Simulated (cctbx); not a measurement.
# TiSnPb: as given, inverted or twinned?

Space group Ima2 (no. 46), a = 8.4860 Å, b = 13.6390 Å, c = 7.7750 Å, α = 90.00°, β = 90.00°, γ = 90.00°.

```
atom  mult.       x       y       z  Ueq (Å²)
 Pb1      8  0.5388  0.6281  0.3716    0.0060
 Pb2      4     1/2       0  0.2488    0.0067
 Sn1      8  0.5082  0.8263  0.5099    0.0064
 Sn2      4     1/4  0.5303  0.4873    0.0080
 Ti1      4     1/4  0.5002  0.0775    0.0131
 Ti2      4     1/4  0.7168  0.7228    0.0095
 Ti3      4     3/4  0.8085  0.2011    0.0096
```

This is a model crystal, built by substitution and not relaxed, with assumed displacement parameters.

Data sets are simulated with cctbx and refined with Bijvoet mates kept apart; Flack x is then fitted as the share of an inverted twin with the atoms fixed, Hooft y from the Bijvoet differences. The group is acentric but holds improper operations, so there is an absolute structure (orientation) and no hand.

Untwinned crystal. What Flack and Hooft values should come out?

| λ (Å) | extinction (unmodelled) | d min (Å) | top counts | error (%) | model | R1 | Flack x | s.u. | Hooft y | s.u. | pairs |
| --- | --- | --- | --- | --- | --- | --- | --- | --- | --- | --- | --- |
| 0.71073 | 0 | 0.77 | 40000 | 1.5 | as given | 0.0080 | -0.004 | 0.003 | 0.000 | 0.003 | 508 |
| 0.71073 | 0 | 0.77 | 40000 | 1.5 | inverted | 0.0841 | 0.996 | 0.007 | 1.039 | 0.003 | 508 |
| 1.54184 | 0 | 0.83 | 5000 | 2 | as given | 0.0176 | 0.02 | 0.08 | -0.059 | 0.082 | 404 |

With Mo Kα, x is within 3 s.u. of 0, so the absolute structure is right. With Cu Kα, x is within 3 s.u. of 0, so the absolute structure is right, though an s.u. above 0.04 can't exclude a small twin share. Inverting the model turns x into about 1 − x.

A further crystal gives:

```csv
λ (Å),extinction (unmodelled),d min (Å),top counts,error (%),model,R1,Flack x,s.u.,Hooft y,s.u.,pairs
0.71073,0.3,0.84,70000,6,as given,0.0447,0.487,0.006,0.494,0.005,389
```

**Question.** What is it?

It was simulated as an inversion twin with a fraction 0.5 of the inverted domain. Flack x is over 3 s.u. from both 0 and 1 and reads that fraction.

[Logs are printed without paths, hosts, clocks, repeated set-up lines and the standing remarks that a program may print on its own settings, such as how far it seeks lower states.]
